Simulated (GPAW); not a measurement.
## H2 in line between two Mo chains: relaxation, then transmission at several levels

Aim: the conductance of H2 in line between two Mo chains after relaxation, and whether geometry, basis or functional moves it most.

Calculated with GPAW 26.7.0; GPAW LCAO, PAW setups; relaxation of the junction within the symmetry of its start, lead ends held, in the first sound run; inputs show where later runs differ.

### 1. The structure

The cell holds 18 atoms: 16 Mo and 2 H. Its edges and angles: a = 9.000 Å, b = 9.000 Å, c = 37.363 Å, α = 90.0°, β = 90.0°, γ = 90.0°. Regions: left lead, 8 atoms (8 Mo); channel, 2 atoms (2 H); right lead, 8 atoms (8 Mo). Vacuum lies along a and b. The structure is stacked along c, and the current runs across the ab planes.

### 2. Relaxing the atoms

Transmission follows bond lengths closely, so the atoms between the held lead ends are relaxed first, within whatever symmetry the start has.

Input file run.py:

```python
import json
from ase import Atoms
from ase.constraints import FixAtoms
from ase.optimize import BFGS
from gpaw import GPAW, FermiDirac

device = Atoms(
    ['Mo', 'Mo', 'Mo', 'Mo', 'Mo', 'Mo', 'Mo', 'Mo', 'H', 'H', 'Mo', 'Mo', 'Mo', 'Mo', 'Mo', 'Mo', 'Mo', 'Mo'],
    positions=[
        [4.50000, 4.50000, 1.12500],
        [4.50000, 4.50000, 3.37500],
        [4.50000, 4.50000, 5.62500],
        [4.50000, 4.50000, 7.87500],
        [4.50000, 4.50000, 10.12500],
        [4.50000, 4.50000, 12.37500],
        [4.50000, 4.50000, 14.62500],
        [4.50000, 4.50000, 16.87500],
        [4.50000, 4.50000, 18.25640],
        [4.50000, 4.50000, 19.10640],
        [4.50000, 4.50000, 20.48780],
        [4.50000, 4.50000, 22.73780],
        [4.50000, 4.50000, 24.98780],
        [4.50000, 4.50000, 27.23780],
        [4.50000, 4.50000, 29.48780],
        [4.50000, 4.50000, 31.73780],
        [4.50000, 4.50000, 33.98780],
        [4.50000, 4.50000, 36.23780]],
    cell=[[9.0, 0.0, 0.0], [0.0, 9.0, 0.0], [0.0, 0.0, 37.3628]],
    pbc=True)

device.set_constraint(FixAtoms([0, 1, 2, 3, 4, 5, 6, 11, 12, 13, 14, 15, 16, 17]))
device.calc = GPAW(mode='lcao', basis='dzp', xc='PBE', h=0.18,
                   kpts={'size': (1, 1, 2), 'gamma': True},
                   symmetry={'tolerance': 1e-3, 'extra_ids': [1, 1, 1, 1, 1, 1, 1, 0, 0, 0, 0, 1, 1, 1, 1, 1, 1, 1]},
                   occupations=FermiDirac(0.1), maxiter=250,
                   mixer=dict(beta=0.1, nmaxold=8, weight=100.0),
                   convergence=dict(density=0.0001), txt='relax.txt')
path = []
opt = BFGS(device, maxstep=0.15)
opt.attach(lambda: path.append((device.get_potential_energy(), device.positions.tolist(), device.get_forces().tolist())))
relaxed = bool(opt.run(fmax=0.05, steps=50))
json.dump(dict(relaxed=relaxed, path=path, positions=device.positions.tolist(), moments=device.get_magnetic_moments().tolist(),
               forces=device.get_forces(apply_constraint=False).tolist()), open('result.json', 'w'))
```

Launch:

```
OMP_NUM_THREADS=1 OPENBLAS_NUM_THREADS=1 python run.py
```

What it wrote:

```text
Step          Energy          fmax
BFGS:    0      -93.967479       11.232431
BFGS:    1      -96.439690        4.277397
BFGS:    2      -97.130984        1.313091
BFGS:    3      -97.156649        0.506229
BFGS:    4      -97.161810        0.063222
BFGS:    5      -97.161969        0.044627
```

Elapsed: 19 min, on 1 thread of Arm Neoverse V1, shared host; peak memory 2 GiB.

Relaxation path:

```csv
step,energy less that of the first step (eV),largest force (eV/Å)
1,0.0000,11.2324
2,-2.5167,4.2774
3,-3.2404,1.3131
4,-3.2672,0.5062
5,-3.2726,0.0632
6,-3.2730,0.0446
```

The atoms that moved most (Å):

```csv
atom,dx,dy,dz,length
Mo11,0.000,0.000,0.261,0.261
Mo8,0.000,0.000,-0.261,0.261
H10,0.000,0.000,-0.014,0.014
H9,0.000,0.000,0.014,0.014
```

The relaxation lowered the energy of the cell by 3.27 eV (energies extrapolated to zero smearing; the optimiser's log prints free energies). The largest force left on a free atom is 0.045 eV/Å.

### 3. Double-zeta polarised basis

Localised orbitals split the wire into layers that couple to their neighbours alone, which is what the Green's function method needs; double zeta with polarisation is the usual level for numbers.

This step: GPAW LCAO, PAW setups; Landauer transmission from Green's functions with principal layers (ASE), zero bias (GPAW 26.7.0).

Input file run.py:

```python
import json
import numpy as np
from ase import Atoms
from ase.transport.calculators import TransportCalculator
from gpaw import GPAW, FermiDirac
from gpaw.lcao.tools import get_lcao_hamiltonian
from scipy.linalg import eigh

# The junction with lead layers at both ends, along the third cell vector
device = Atoms(
    ['Mo', 'Mo', 'Mo', 'Mo', 'Mo', 'Mo', 'Mo', 'Mo', 'H', 'H', 'Mo', 'Mo', 'Mo', 'Mo', 'Mo', 'Mo', 'Mo', 'Mo'],
    positions=[
        [4.50000, 4.50000, 1.12500],
        [4.50000, 4.50000, 3.37500],
        [4.50000, 4.50000, 5.62500],
        [4.50000, 4.50000, 7.87500],
        [4.50000, 4.50000, 10.12500],
        [4.50000, 4.50000, 12.37500],
        [4.50000, 4.50000, 14.62500],
        [4.50000, 4.50000, 16.61435],
        [4.50000, 4.50000, 18.27061],
        [4.50000, 4.50000, 19.09219],
        [4.50000, 4.50000, 20.74845],
        [4.50000, 4.50000, 22.73780],
        [4.50000, 4.50000, 24.98780],
        [4.50000, 4.50000, 27.23780],
        [4.50000, 4.50000, 29.48780],
        [4.50000, 4.50000, 31.73780],
        [4.50000, 4.50000, 33.98780],
        [4.50000, 4.50000, 36.23780]],
    cell=[[9.0, 0.0, 0.0], [0.0, 9.0, 0.0], [0.0, 0.0, 37.3628]],
    pbc=True)

# One principal layer of the lead: the first 5 atoms of the device
lead = Atoms(
    ['Mo', 'Mo', 'Mo', 'Mo', 'Mo'],
    positions=[
        [4.50000, 4.50000, 1.12500],
        [4.50000, 4.50000, 3.37500],
        [4.50000, 4.50000, 5.62500],
        [4.50000, 4.50000, 7.87500],
        [4.50000, 4.50000, 10.12500]],
    cell=[[9.0, 0.0, 0.0], [0.0, 9.0, 0.0], [0.0, 0.0, 11.25]],
    pbc=True)

settings = dict(mode='lcao', basis='dzp', xc='PBE', h=0.2,
                occupations=FermiDirac(0.1), maxiter=250,
                mixer=dict(beta=0.1, nmaxold=8, weight=100.0),
                convergence=dict(density=0.0001))
energies = np.arange(-2, 2 + 1e-9, 0.025)
eta = 0.0001
n1, n2 = 1, 1
# k and -k transmit alike, so half of the mesh across the current serves
mesh = [(i, j) for i in range(n1) for j in range(n2) if (i, j) <= (-i % n1, -j % n2)]
weights = np.array([1 if (i, j) == (-i % n1, -j % n2) else 2 for i, j in mesh]) / (n1 * n2)

# [... helper functions left out ...]
fermi_lead = ground_state(lead, (1, 1, 10), 'lead.txt')
fermi_device = ground_state(device, (1, 1, 2), 'device.txt')
# [... loop over the mesh left out, but for ...]
        # Shift the lead onto the potential of the device's first layer
        shift = ((H[:, 0, 0] - H0[:, 0, 0]) / S0[0, 0]).real.mean()
# [...]
kT = 8.617333e-5 * 300
bias = [0.1, 0.2, 0.5, 1.0, 1.5, 2.0]
# [... integrals and printing left out ...]
```

What it wrote:

```text
basis functions: device 474, principal layer 145
Fermi level: lead -2.7421 eV, device -2.6201 eV; lead shifted by -0.0128 eV
largest coupling past the next layer 2.80e-05 eV, largest misfit of the first layer 0.137 eV
  E-E_F (eV)   T (one spin)  [channel counts left out]
    -2.000    2.5551e-01
    -1.975    2.3502e-01
    -1.950    2.1440e-01
    -1.925    1.9373e-01
    -1.900    1.7314e-01
    -1.875    1.5274e-01
    -1.850    1.3268e-01
    -1.825    1.1313e-01
    -1.800    9.4288e-02
    -1.775    7.6394e-02
    -1.750    5.9720e-02
    -1.725    4.4591e-02
    -1.700    3.1410e-02
    -1.675    2.0629e-02
    -1.650    1.2833e-02
    -1.625    8.7192e-03
[...]
1.825    2.9480e+00
     1.850    2.9842e+00
     1.875    2.1359e+00
     1.900    1.4428e+00
     1.925    1.1975e+00
     1.950    1.1315e+00
     1.975    1.1202e+00
     2.000    1.1246e+00
conductance at 300 K: 1.0596 G0 a cell; thermopower -0.9655 uV/K
current from the zero-bias T(E) at 0.1 V: 8.2087 uA
current from the zero-bias T(E) at 0.2 V: 16.409 uA
current from the zero-bias T(E) at 0.5 V: 40.875 uA
current from the zero-bias T(E) at 1.0 V: 80.802 uA
current from the zero-bias T(E) at 1.5 V: 119.47 uA
current from the zero-bias T(E) at 2.0 V: 157.36 uA
```

Wall time 5.2 min (1 thread); peak memory 1.5 GiB.

This step gave:

```yaml
conductance: 1.060 G₀
largest_coupling_past_the_next_principal_layer: 2.80e-5 eV
largest_misfit_of_the_first_principal_layer: 0.1365 eV
shift_that_aligns_the_lead: -0.01283 eV
basis_functions_of_the_junction: 474
basis_functions_of_a_principal_layer: 145
transmission_at_the_fermi_level_one_spin: 1.060
```

One spin. Transmission, zone mean against energy, zero at the Fermi level:

energy (eV), transmission, zone mean and a bar:
```
   -2.000       0.26 ##
   -1.800       0.09 #
   -1.600       0.01 
   -1.400       0.64 ######
   -1.200       0.70 #######
   -1.000       0.78 ########
   -0.800       0.83 ########
   -0.600       0.89 #########
   -0.400       0.96 ##########
   -0.200       1.02 ##########
    0.000       1.06 ###########
    0.200       1.08 ###########
    0.400       1.09 ###########
    0.600       1.11 ###########
    0.800       1.13 ###########
    1.000       1.16 ############
    1.200       1.23 ############
    1.400       1.33 #############
    1.600       1.54 ###############
    1.800       2.55 ##########################
    1.850       2.98 ##############################
    2.000       1.12 ###########
```

Not self-consistent under bias; the bias window is split evenly. Table of current through one cell, from the zero-bias transmission by bias:

```
bias (V)  current through one cell, from the zero-bias transmission (μA)
   0.100                                                            8.21
   0.200                                                            16.4
   0.500                                                            40.9
   1.000                                                            80.8
   1.500                                                             119
   2.000                                                             157
```

Transmission of the three most open eigenchannels against energy, zero at the Fermi level:

```
energy (eV)  channel 1  channel 2  channel 3
     -2.000      0.249    0.00322    0.00322
     -1.800     0.0870    0.00365    0.00365
     -1.600    0.00420    0.00420     6.8e-4
     -1.400      0.627    0.00627    0.00491
     -1.200      0.684    0.00599    0.00592
     -1.000      0.758    0.00736    0.00736
     -0.800      0.809    0.00943    0.00943
     -0.600      0.858     0.0122     0.0122
     -0.400      0.919     0.0158     0.0158
     -0.200      0.968     0.0199     0.0199
      0.000      0.993     0.0243     0.0243
      0.200      0.999     0.0290     0.0290
      0.400      0.996     0.0345     0.0345
      0.600      0.989     0.0421     0.0421
      0.800      0.981     0.0533     0.0533
      1.000      0.973     0.0708     0.0708
      1.200      0.964     0.0990     0.0990
      1.400      0.955      0.147      0.147
      1.600      0.947      0.243      0.243
      1.800      0.940      0.736      0.736
      2.000      0.936      0.188     5.2e-7
```

Couplings past the next layer reach 2.8e-5 eV, small enough to drop; the matrix elements of the cell's first layer differ from the bulk lead's by up to 0.14 eV. That layer keeps its own values in the calculation, and only beyond it is the lead taken as perfect. The Fermi levels of lead and junction count from different zeros of potential, one for each periodic cell; with both set to zero, the small remaining shift is what aligns them. By hand: G = 1.060 × 77.48 μS = 82.1 μS, a resistance of 12.2 kΩ; at 0.1 V a linear junction would pass 8.21 μA, and the integral over the bias window gives 8.21 μA.

### 4. Single-zeta polarised basis

The second zeta is dropped, the polarisation orbitals stay.

Edit run.py of step 3 so:

```diff
@@ -45,3 +45,3 @@
 
-settings = dict(mode='lcao', basis='dzp', xc='PBE', h=0.2,
+settings = dict(mode='lcao', basis='szp(dzp)', xc='PBE', h=0.2,
                 occupations=FermiDirac(0.1), maxiter=250,
```

What it wrote:

```text
basis functions: device 264, principal layer 80
Fermi level: lead -2.9192 eV, device -2.8448 eV; lead shifted by -0.0118 eV
largest coupling past the next layer 2.79e-05 eV, largest misfit of the first layer 0.139 eV
  E-E_F (eV)   T (one spin)  [channel counts left out]
    -2.000    3.4088e-01
    -1.975    3.2669e-01
    -1.950    3.1230e-01
    -1.925    2.9772e-01
    -1.900    2.8296e-01
    -1.875    2.6804e-01
    -1.850    2.5296e-01
    -1.825    2.3775e-01
    -1.800    2.2243e-01
    -1.775    2.0702e-01
    -1.750    1.9155e-01
    -1.725    1.7608e-01
    -1.700    1.6059e-01
    -1.675    1.4517e-01
    -1.650    1.2986e-01
    -1.625    1.1472e-01
[...]
1.825    1.5141e+00
     1.850    1.5454e+00
     1.875    1.5799e+00
     1.900    1.6184e+00
     1.925    1.6624e+00
     1.950    1.7139e+00
     1.975    1.7762e+00
     2.000    1.8544e+00
conductance at 300 K: 1.0487 G0 a cell; thermopower -1.056 uV/K
current from the zero-bias T(E) at 0.1 V: 8.124 uA
current from the zero-bias T(E) at 0.2 V: 16.238 uA
current from the zero-bias T(E) at 0.5 V: 40.433 uA
current from the zero-bias T(E) at 1.0 V: 79.846 uA
current from the zero-bias T(E) at 1.5 V: 117.93 uA
current from the zero-bias T(E) at 2.0 V: 154.93 uA
```

Run time: 2.7 min. Hardware: 1 thread; peak memory 1.4 GiB.

Numbers from this step:

- conductance: 1.049 G₀
- largest coupling past the next principal layer: 2.79e-5 eV
- largest misfit of the first principal layer: 0.1390 eV
- shift that aligns the lead: -0.01181 eV
- basis functions of the junction: 264
- basis functions of a principal layer: 80
- transmission at the Fermi level (one spin): 1.049

One spin. Table of transmission, zone mean by energy, zero at the Fermi level:

| energy (eV) | transmission, zone mean |
| --- | --- |
| -2.000 | 0.341 |
| -1.900 | 0.283 |
| -1.800 | 0.222 |
| -1.700 | 0.161 |
| -1.600 | 0.0998 |
| -1.500 | 0.0452 |
| -1.400 | 0.0114 |
| -1.300 | 0.615 |
| -1.200 | 0.664 |
| -1.100 | 0.695 |
| -1.000 | 0.749 |
| -0.900 | 0.791 |
| -0.800 | 0.822 |
| -0.700 | 0.849 |
| -0.600 | 0.878 |
| -0.500 | 0.911 |
| -0.400 | 0.946 |
| -0.300 | 0.979 |
| -0.200 | 1.01 |
| -0.100 | 1.03 |
| 0.000 | 1.05 |
| 0.100 | 1.06 |
| 0.200 | 1.07 |
| 0.300 | 1.08 |
| 0.400 | 1.08 |
| 0.500 | 1.09 |
| 0.600 | 1.09 |
| 0.700 | 1.10 |
| 0.800 | 1.11 |
| 0.900 | 1.12 |
| 1.000 | 1.13 |
| 1.100 | 1.14 |
| 1.200 | 1.17 |
| 1.300 | 1.19 |
| 1.400 | 1.22 |
| 1.500 | 1.26 |
| 1.600 | 1.32 |
| 1.700 | 1.39 |
| 1.800 | 1.49 |
| 1.900 | 1.62 |
| 2.000 | 1.85 |

Not self-consistent under bias; the bias window is split evenly. Current through one cell, from the zero-bias transmission against bias:

```csv
bias (V),"current through one cell, from the zero-bias transmission (μA)"
0.100,8.12
0.200,16.2
0.500,40.4
1.000,79.8
1.500,118
2.000,155
```

Transmission of the three most open eigenchannels against energy, zero at the Fermi level:

| energy (eV) | channel 1 | channel 2 | channel 3 |
| --- | --- | --- | --- |
| -2.000 | 0.333 | 0.00371 | 0.00371 |
| -1.900 | 0.275 | 0.00390 | 0.00390 |
| -1.800 | 0.214 | 0.00412 | 0.00412 |
| -1.700 | 0.152 | 0.00437 | 0.00437 |
| -1.600 | 0.0905 | 0.00465 | 0.00465 |
| -1.500 | 0.0352 | 0.00499 | 0.00499 |
| -1.400 | 0.00539 | 0.00539 | 6.2e-4 |
| -1.300 | 0.596 | 0.00724 | 0.00586 |
| -1.200 | 0.646 | 0.00643 | 0.00643 |
| -1.100 | 0.675 | 0.00709 | 0.00709 |
| -1.000 | 0.728 | 0.00788 | 0.00788 |
| -0.900 | 0.768 | 0.00880 | 0.00880 |
| -0.800 | 0.796 | 0.00985 | 0.00985 |
| -0.700 | 0.820 | 0.0111 | 0.0111 |
| -0.600 | 0.846 | 0.0124 | 0.0124 |
| -0.500 | 0.875 | 0.0139 | 0.0139 |
| -0.400 | 0.906 | 0.0155 | 0.0155 |
| -0.300 | 0.935 | 0.0172 | 0.0172 |
| -0.200 | 0.959 | 0.0190 | 0.0190 |
| -0.100 | 0.977 | 0.0209 | 0.0209 |
| 0.000 | 0.989 | 0.0228 | 0.0228 |
| 0.100 | 0.996 | 0.0248 | 0.0248 |
| 0.200 | 0.999 | 0.0268 | 0.0268 |
| 0.300 | 0.999 | 0.0290 | 0.0290 |
| 0.400 | 0.997 | 0.0314 | 0.0314 |
| 0.500 | 0.993 | 0.0341 | 0.0341 |
| 0.600 | 0.990 | 0.0372 | 0.0372 |
| 0.700 | 0.986 | 0.0408 | 0.0408 |
| 0.800 | 0.982 | 0.0452 | 0.0452 |
| 0.900 | 0.978 | 0.0504 | 0.0504 |
| 1.000 | 0.973 | 0.0568 | 0.0568 |
| 1.100 | 0.969 | 0.0647 | 0.0647 |
| 1.200 | 0.964 | 0.0746 | 0.0746 |
| 1.300 | 0.959 | 0.0870 | 0.0870 |
| 1.400 | 0.954 | 0.103 | 0.103 |
| 1.500 | 0.948 | 0.123 | 0.123 |
| 1.600 | 0.943 | 0.149 | 0.149 |
| 1.700 | 0.938 | 0.182 | 0.182 |
| 1.800 | 0.932 | 0.225 | 0.225 |
| 1.900 | 0.928 | 0.286 | 0.286 |
| 2.000 | 0.923 | 0.397 | 0.397 |

The conductance, 1.05 G₀, lies 1.0 % below that of the dzp run.

### 5. GPAW, sz: basis = "sz(dzp)"

The minimal basis is the cheapest rung: no second zeta and no polarisation.

Edit run.py of step 4 so:

```diff
@@ -45,3 +45,3 @@
 
-settings = dict(mode='lcao', basis='szp(dzp)', xc='PBE', h=0.2,
+settings = dict(mode='lcao', basis='sz(dzp)', xc='PBE', h=0.2,
                 occupations=FermiDirac(0.1), maxiter=250,
```

What it wrote:

```text
basis functions: device 210, principal layer 65
Fermi level: lead -2.9953 eV, device -2.9123 eV; lead shifted by -0.0158 eV
largest coupling past the next layer 2.78e-05 eV, largest misfit of the first layer 0.152 eV
  E-E_F (eV)   T (one spin)  [channel counts left out]
    -2.000    3.7619e-01
    -1.975    3.6259e-01
    -1.950    3.4868e-01
[...]
1.975    1.5110e+00
     2.000    1.5481e+00
conductance at 300 K: 1.0418 G0 a cell; thermopower -0.9084 uV/K
current from the zero-bias T(E) at 0.1 V: 8.0702 uA
current from the zero-bias T(E) at 0.2 V: 16.131 uA
current from the zero-bias T(E) at 0.5 V: 40.168 uA
current from the zero-bias T(E) at 1.0 V: 79.312 uA
current from the zero-bias T(E) at 1.5 V: 117.07 uA
current from the zero-bias T(E) at 2.0 V: 153.57 uA
```

Wall time 2.1 min (1 thread); peak memory 1.4 GiB.

Numbers from this step:

- conductance: 1.042 G₀
- largest coupling past the next principal layer: 2.78e-5 eV
- largest misfit of the first principal layer: 0.1516 eV
- shift that aligns the lead: -0.01576 eV
- basis functions of the junction: 210
- basis functions of a principal layer: 65
- transmission at the Fermi level (one spin): 1.042

The conductance, 1.04 G₀, lies 1.7 % below that of the dzp run.

### 6. RPBE in the dzp basis: xc = "RPBE"

Back in the dzp basis, the functional changes from PBE to RPBE, to set the spread between functionals beside that between bases.

Edit run.py of step 5 so:

```diff
@@ -45,3 +45,3 @@
 
-settings = dict(mode='lcao', basis='sz(dzp)', xc='PBE', h=0.2,
+settings = dict(mode='lcao', basis='dzp', xc='RPBE', h=0.2,
                 occupations=FermiDirac(0.1), maxiter=250,
```

What it wrote:

```text
basis functions: device 474, principal layer 145
Fermi level: lead -2.6509 eV, device -2.5289 eV; lead shifted by -0.0127 eV
largest coupling past the next layer 2.83e-05 eV, largest misfit of the first layer 0.136 eV
  E-E_F (eV)   T (one spin)  [channel counts left out]
    -2.000    2.7276e-01
    -1.975    2.5267e-01
    -1.950    2.3240e-01
[...]
1.975    1.1545e+00
     2.000    1.1617e+00
conductance at 300 K: 1.0552 G0 a cell; thermopower -1.036 uV/K
current from the zero-bias T(E) at 0.1 V: 8.1742 uA
current from the zero-bias T(E) at 0.2 V: 16.34 uA
current from the zero-bias T(E) at 0.5 V: 40.706 uA
current from the zero-bias T(E) at 1.0 V: 80.487 uA
current from the zero-bias T(E) at 1.5 V: 119.06 uA
current from the zero-bias T(E) at 2.0 V: 156.88 uA
```

Elapsed: 5 min, on 1 thread; peak memory 1.5 GiB.

This step gave:

```yaml
conductance: 1.055 G₀
largest_coupling_past_the_next_principal_layer: 2.83e-5 eV
largest_misfit_of_the_first_principal_layer: 0.1356 eV
shift_that_aligns_the_lead: -0.01266 eV
basis_functions_of_the_junction: 474
basis_functions_of_a_principal_layer: 145
transmission_at_the_fermi_level_one_spin: 1.056
```

The conductance, 1.06 G₀, lies 0.4 % below that of the dzp run.

(Continued in part 2 of 2.)

[Logs are printed without paths, hosts, clocks, repeated set-up lines and the standing remarks that a program may print on its own settings, such as how far it seeks lower states.]

[Hosts, paths, dates, database ids (printed as entryN), source tags and the programs' standing remarks are cut or masked in the printed files.]
